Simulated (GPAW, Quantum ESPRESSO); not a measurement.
# Ga K-edge XANES of GaN (P6_3mc), part 4 of 6

Do two independent programs agree on the Ga K edge of GaN (P6_3mc)? The same cell and functional are run with XSpectra and with GPAW.

Quantum ESPRESSO 7.5 and GPAW 26.7.0; core-hole supercells, plane-wave PAW LDA.

So far. Step 9 (Excitation energy, Ga atom 1 (Quantum ESPRESSO)): The total-energy difference is 10388.2 eV, raw. Step 10 (Ground state of the crystal (GPAW)): The mesh shows a gap of 1.97 eV, so the hole is first treated in a charged cell, without the excited electron.

The database entry behind the starting cell differs from later determinations by our own check (about 0.3 % short, ideal inner coordinate), so it need not match the best structure at ambient conditions.

## 11. Spectrum without a core hole, Ga atom 1 (GPAW)

Level of this step: X-ray absorption from dipole matrix elements to empty bands, plane-wave PAW LDA (GPAW).

Without a hole the spectrum is the empty density of states of the right symmetry on the absorber, weighted by matrix elements. It needs only the small cell and serves as the baseline. The data set with a hole of occupation 0 only carries the core orbital.

Input file xas.py:

```python
import numpy as np
from ase import Atoms
from ase.parallel import parprint, paropen
from gpaw import GPAW, PW, FermiDirac, Mixer, MixerDif, setup_paths
from gpaw.test import gen
setup_paths.insert(0, '.')
gen('Ga', name='nch1s', xcname='LDA', corehole=(1, 0, 0), write_xml=True)
from gpaw.mpi import world
world.barrier()

atoms = Atoms('Ga2N2',
    cell=[[3.18, 0, 0],
     [-1.59, 2.75396078, 0],
     [0, 0, 5.166]],
    scaled_positions=[[0.66666667, 0.33333333, 0.5],
     [0.33333333, 0.66666667, 0],
     [0.66666667, 0.33333333, 0.875],
     [0.33333333, 0.66666667, 0.375]],
    pbc=True)
atoms.calc = calc = GPAW(legacy_gpaw=True, mode=PW(500, force_complex_dtype=True), xc='LDA', setups={0: 'nch1s'},
    kpts={'size': (9, 9, 5), 'gamma': True}, occupations=FermiDirac(0.02),
    charge=0, mixer=Mixer(0.1, 5, 50), maxiter=150,
    convergence={'density': 0.0001, 'eigenstates': 1e-6}, txt='scf.txt')
energy = atoms.get_potential_energy() + calc.get_reference_energy()
ef = calc.get_fermi_level()
out = dict(energy=energy, fermi=ef, forces=atoms.get_forces().tolist())
parprint(f'all-electron energy {energy:.4f} eV, Fermi level {ef:.4f} eV')
ev = np.array([[calc.get_eigenvalues(k, s) for k in range(len(calc.get_ibz_k_points()))] for s in range(calc.get_number_of_spins())])
out['homo'], out['lumo'], out['counts'] = ev[ev < ef].max(), ev[ev > ef].min(), sorted(set((ev < ef).sum((0, 2)).tolist()))
out['filled'] = (ev[:, 0] < ef).sum(1).tolist()

from ase.units import Ha
from gpaw.xas import dipole_matrix_elements
nb = int(calc.get_number_of_electrons() / 2) + 30
top = nb
nscf = calc.fixed_density(kpts={'size': (7, 7, 4), 'gamma': True},
    convergence={'eigenstates': 1.0}, txt='nscf.txt')
nscf.diagonalize_full_hamiltonian(nbands=nb)
cell = atoms.cell.array
ops = [cell.T @ U.T @ np.linalg.inv(cell.T) for U in nscf.wfs.kd.symmetry.op_scc]
filled = [8]  # bands filled in the ground state, by spin
E = np.arange(-25, 34, 0.1)
fwhm = np.interp(E, [4, 25], [1.82, 3.5])
Y, X, zero, highest = 0, 0, 1e9, 1e9
for spin in range(nscf.get_number_of_spins()):
    wfs = nscf.wfs
    mine = wfs.bd.get_slice()  # this rank's bands
    A = dipole_matrix_elements(wfs.setups[0])
    eps = np.zeros((wfs.kd.nibzkpts, nb))
    d = np.zeros((3, A.shape[1], wfs.kd.nibzkpts, nb), complex)
    for kpt in wfs.kpt_u:
        if kpt.s == spin and 0 in kpt.P_ani:
            eps[kpt.k, mine] = kpt.eps_n * Ha
            d[:, :, kpt.k, mine] = (kpt.weight * wfs.nspins / 2) ** 0.5 * np.inner(A, kpt.P_ani[0])
    world.sum(eps)
    world.sum(d)
    T = np.einsum('amkn,bmkn->abkn', d, d.conj()).real
    T = sum(np.einsum('ai,ijkn,bj->abkn', R, T, R) for R in ops) / len(ops)
    empty = np.ones_like(eps, bool) & (np.arange(nb) >= filled[spin])
    zero, highest = min(zero, eps[empty].min()), min(highest, eps[:, top - 1].min())
    lines = [(eps, T, empty)] if spin == 0 else lines + [(eps, T, empty)]
for eps, T, empty in lines:
    f = np.einsum('aakn->akn', T).reshape(3, -1)
    x = eps.ravel() - zero
    w = np.interp(x, E, fwhm) / 2.35482
    g = np.exp(-0.5 * ((E[:, None] - x) / w) ** 2) / (w * (2 * np.pi) ** 0.5)
    Y = Y + (f * empty.ravel()) @ g.T
    X = X + (f * ~empty.ravel()) @ g.T
out.update(E=E.round(2).tolist(), xas=Y.tolist(), xes=X.tolist(), zero=zero, valid=highest - zero, nk=len(eps), nb=nb)
for i in range(0, len(E), 10):
    parprint(f'{E[i]:7.2f}', *(f'{v:10.3e}' for v in Y[:, i]))
import json
with paropen('out.json', 'w') as f:
    json.dump(out, f)
```

Run with:

```console
OMP_NUM_THREADS=1 mpirun -n 4 gpaw python xas.py
```

Numbers of over 12 decimals in the logs are rounded to 6 here.

The program printed:

```text
Input parameters:
  convergence: {density: 0.0001,
                eigenstates: 1e-06}
  kpts: {gamma: True,
         size: (9, 9, 5)}
  maxiter: 150
  mixer: {backend: pulay,
          beta: 0.1,
          method: separate,
          nmaxold: 5,
          weight: 50}
  mode: {ecut: 500.0,
         force_complex_dtype: True,
         name: pw}
  occupations: {fixmagmom: False,
                name: fermi-dirac,
[...]
*p    :     0.899539
*d    :     0.000000
--------------------------------

Diagonalizing with gridspacing h=0.050

state   all-electron     PAW
-------------------------------
4s:      -0.336865    -0.337024
4p:      -0.100461    -0.100552
*d:                    0.030615
*f:                    0.065359
-------------------------------
all-electron energy -108584.3774 eV, Fermi level 6.8208 eV
[...]
32.00  8.907e-08  8.909e-08  6.072e-08
  33.00  4.439e-08  4.443e-08  3.001e-08
[key lines of the parts left out:]
Converged after 14 iterations.
Dipole moment: (-0.000018, 0.000010, 1.417630) |e|*Ang
Free energy:    -26.516340
Fermi level: 6.82082
```

Elapsed: 72 s, on 4 MPI ranks of Arm Neoverse V1, shared host; peak memory 0.36 GiB; 4.8 min of CPU time.

The Ga K spectrum, Ga atom 1, no core hole (energy from the lowest empty level; intensity scaled to a mean of 1 over the first 20 eV; polarised curves are means over the symmetry-equivalent atoms):

| E (eV) | isotropic | ε ⊥ c | ε ∥ c |
| --- | --- | --- | --- |
| -2.0 | 0.00 | 0.00 | 0.00 |
| -1.4 | 0.00 | 0.00 | 0.00 |
| -0.8 | 0.00 | 0.00 | 0.00 |
| -0.2 | 0.00 | 0.00 | 0.00 |
| 0.4 | 0.01 | 0.01 | 0.01 |
| 1.0 | 0.04 | 0.04 | 0.03 |
| 1.6 | 0.12 | 0.13 | 0.11 |
| 2.2 | 0.28 | 0.30 | 0.25 |
| 2.8 | 0.47 | 0.49 | 0.41 |
| 3.4 | 0.57 | 0.61 | 0.50 |
| 4.0 | 0.57 | 0.60 | 0.51 |
| 4.6 | 0.55 | 0.54 | 0.56 |
| 5.2 | 0.60 | 0.53 | 0.75 |
| 5.8 | 0.72 | 0.58 | 1.00 |
| 6.4 | 0.88 | 0.70 | 1.24 |
| 7.0 | 1.16 | 0.97 | 1.53 |
| 7.6 | 1.55 | 1.43 | 1.78 |
| 8.2 | 1.85 | 1.91 | 1.73 |
| 8.8 | 1.93 | 2.19 | 1.41 |
| 9.4 | 1.84 | 2.21 | 1.11 |
| 10.0 | 1.75 | 2.08 | 1.09 |
| 10.6 | 1.70 | 1.90 | 1.32 |
| 11.2 | 1.66 | 1.70 | 1.57 |
| 11.8 | 1.53 | 1.48 | 1.62 |
| 12.4 | 1.31 | 1.24 | 1.44 |
| 13.0 | 1.07 | 1.02 | 1.18 |
| 13.6 | 0.89 | 0.84 | 0.99 |
| 14.2 | 0.79 | 0.73 | 0.90 |
| 14.8 | 0.76 | 0.68 | 0.92 |
| 15.4 | 0.79 | 0.69 | 0.99 |
| 16.0 | 0.86 | 0.74 | 1.10 |
| 16.6 | 0.94 | 0.80 | 1.20 |
| 17.2 | 1.02 | 0.88 | 1.29 |
| 17.8 | 1.11 | 0.99 | 1.34 |
| 18.4 | 1.19 | 1.11 | 1.35 |
| 19.0 | 1.25 | 1.23 | 1.29 |
| 19.6 | 1.26 | 1.30 | 1.18 |
| 20.2 | 1.24 | 1.33 | 1.07 |
| 20.8 | 1.21 | 1.32 | 0.99 |
| 21.4 | 1.17 | 1.28 | 0.95 |
| 22.0 | 1.11 | 1.21 | 0.92 |
| 22.6 | 1.03 | 1.10 | 0.89 |
| 23.2 | 0.94 | 0.99 | 0.86 |
| 23.8 | 0.89 | 0.90 | 0.87 |
| 24.4 | 0.87 | 0.85 | 0.93 |
| 25.0 | 0.90 | 0.84 | 1.03 |
| 25.6 | 0.96 | 0.87 | 1.14 |
| 26.2 | 1.02 | 0.91 | 1.23 |
| 26.8 | 1.06 | 0.95 | 1.28 |
| 27.4 | 1.07 | 0.98 | 1.25 |
| 28.0 | 1.07 | 1.01 | 1.17 |

Main maxima below 27 eV (height): 8.8 eV (1.93) and 19.4 eV (1.26). 

The same matrix elements for filled bands give the Ga K emission of Ga atom 1 (ground-state approximation; energy from the lowest empty level, largest value 1):

| E (eV) | emission |
| --- | --- |
| -24.00 | 0.00 |
| -23.25 | 0.00 |
| -22.50 | 0.00 |
| -21.75 | 0.00 |
| -21.00 | 0.00 |
| -20.25 | 0.00 |
| -19.50 | 0.00 |
| -18.75 | 0.00 |
| -18.00 | 0.01 |
| -17.25 | 0.04 |
| -16.50 | 0.11 |
| -15.75 | 0.21 |
| -15.00 | 0.22 |
| -14.25 | 0.12 |
| -13.50 | 0.03 |
| -12.75 | 0.00 |
| -12.00 | 0.00 |
| -11.25 | 0.00 |
| -10.50 | 0.00 |
| -9.75 | 0.03 |
| -9.00 | 0.11 |
| -8.25 | 0.21 |
| -7.50 | 0.28 |
| -6.75 | 0.37 |
| -6.00 | 0.54 |
| -5.25 | 0.75 |
| -4.50 | 0.94 |
| -3.75 | 0.98 |
| -3.00 | 0.69 |
| -2.25 | 0.30 |
| -1.50 | 0.07 |
| -0.75 | 0.01 |
| 0.00 | 0.00 |
| 0.75 | 0.00 |
| 1.50 | 0.00 |
| 2.25 | 0.00 |
| 3.00 | 0.00 |

Emission maxima: -15.2 eV (0.23) and -4.0 eV (1.00).

## 12. Reference energy of the supercell (GPAW)

Total energies of two programs can't be mixed, so the cell and mesh of GPAW's hole run get a reference energy of their own.

Input file scf.py:

```python
import numpy as np
from ase import Atoms
from ase.parallel import parprint, paropen
from gpaw import GPAW, PW, FermiDirac, Mixer, MixerDif, setup_paths
from gpaw.test import gen
setup_paths.insert(0, '.')
gen('Ga', name='nch1s', xcname='LDA', corehole=(1, 0, 0), write_xml=True)
from gpaw.mpi import world
world.barrier()

atoms = Atoms('Ga16N16',
    cell=[[-4.77, 2.75396078, 5.166],
     [4.77, -2.75396078, 5.166],
     [3.18, 5.50792157, -5.166]],
    scaled_positions=[[0.29166667, 0.45833333, 0.25],
     [0.79166667, 0.95833333, 0.25],
     [0.16666667, 0.83333333, 0.5],
     [0.66666667, 0.33333333, 0.5],
     [0.54166667, 0.70833333, 0.75],
     [0.04166667, 0.20833333, 0.75],
     [0.91666667, 0.58333333, 0],
     [0.41666667, 0.08333333, 0],
     [0.20833333, 0.04166667, 0.25],
     [0.70833333, 0.54166667, 0.25],
     [0.08333333, 0.41666667, 0.5],
     [0.58333333, 0.91666667, 0.5],
     [0.45833333, 0.29166667, 0.75],
     [0.95833333, 0.79166667, 0.75],
     [0.83333333, 0.16666667, 0],
     [0.33333333, 0.66666667, 0],
     [0.47916667, 0.64583333, 0.25],
     [0.97916667, 0.14583333, 0.25],
     [0.35416667, 0.02083333, 0.5],
     [0.85416667, 0.52083333, 0.5],
     [0.72916667, 0.89583333, 0.75],
     [0.22916667, 0.39583333, 0.75],
     [0.10416667, 0.77083333, 0],
     [0.60416667, 0.27083333, 0],
     [0.39583333, 0.22916667, 0.25],
     [0.89583333, 0.72916667, 0.25],
     [0.27083333, 0.60416667, 0.5],
     [0.77083333, 0.10416667, 0.5],
     [0.64583333, 0.47916667, 0.75],
     [0.14583333, 0.97916667, 0.75],
     [0.02083333, 0.35416667, 0],
     [0.52083333, 0.85416667, 0]],
    pbc=True)
atoms.calc = calc = GPAW(legacy_gpaw=True, mode=PW(500, force_complex_dtype=True), xc='LDA', setups={0: 'nch1s'},
    kpts={'size': (3, 3, 3), 'gamma': True}, occupations=FermiDirac(0.02),
    charge=0, mixer=Mixer(0.1, 5, 50), maxiter=150,
    convergence={'density': 0.0001, 'eigenstates': 1e-6}, txt='scf.txt')
energy = atoms.get_potential_energy() + calc.get_reference_energy()
ef = calc.get_fermi_level()
out = dict(energy=energy, fermi=ef, forces=atoms.get_forces().tolist())
parprint(f'all-electron energy {energy:.4f} eV, Fermi level {ef:.4f} eV')
ev = np.array([[calc.get_eigenvalues(k, s) for k in range(len(calc.get_ibz_k_points()))] for s in range(calc.get_number_of_spins())])
out['homo'], out['lumo'], out['counts'] = ev[ev < ef].max(), ev[ev > ef].min(), sorted(set((ev < ef).sum((0, 2)).tolist()))
out['filled'] = (ev[:, 0] < ef).sum(1).tolist()
import json
with paropen('out.json', 'w') as f:
    json.dump(out, f)
```

Run with:

```console
OMP_NUM_THREADS=1 mpirun -n 4 gpaw python scf.py
```

The program printed:

```text
Input parameters:
  convergence: {density: 0.0001,
                eigenstates: 1e-06}
  kpts: {gamma: True,
         size: (3, 3, 3)}
  maxiter: 150
  mixer: {backend: pulay,
          beta: 0.1,
          method: separate,
          nmaxold: 5,
          weight: 50}
  mode: {ecut: 500.0,
         force_complex_dtype: True,
         name: pw}
  occupations: {fixmagmom: False,
                name: fermi-dirac,
[...]
4s(2) :    -0.336865     1.140380
*s    :     0.663135
4p(1) :    -0.100461     1.012264
*p    :     0.899539
*d    :     0.000000
--------------------------------

Diagonalizing with gridspacing h=0.050

state   all-electron     PAW
-------------------------------
4s:      -0.336865    -0.337024
4p:      -0.100461    -0.100552
*d:                    0.030615
*f:                    0.065359
-------------------------------
all-electron energy -868675.0042 eV, Fermi level 6.8851 eV
[key lines of the parts left out:]
Converged after 12 iterations.
Dipole moment: (0.000050, 0.000071, -0.005496) |e|*Ang
Free energy:   -212.115482
Fermi level: 6.88512
```

Run time: 96 s. Hardware: 4 MPI ranks; peak memory 0.5 GiB; 6.4 min of CPU time.

Reference energy: -868675.004 eV with the cores included.

[end of part 4 of 6]

[Banner, clock and machine lines of the logs are left out without a mark of their own.]

[Logs are printed without paths, hosts, clocks, repeated set-up lines and the standing remarks that a program may print on its own settings, such as how far it seeks lower states.]

[Hosts, paths, dates, database ids (printed as entryN), source tags and the programs' standing remarks are cut or masked in the printed files.]

[Lists of maxima count a maximum above −3 eV only where it reaches 4 % of the highest in the window and stands out from its surroundings by 2 % of it (1.5 % where it reaches 55 %); shoulders and weaker maxima are passed over, and of the rest the first, up to two pre-edge ones and the few strongest are named.]
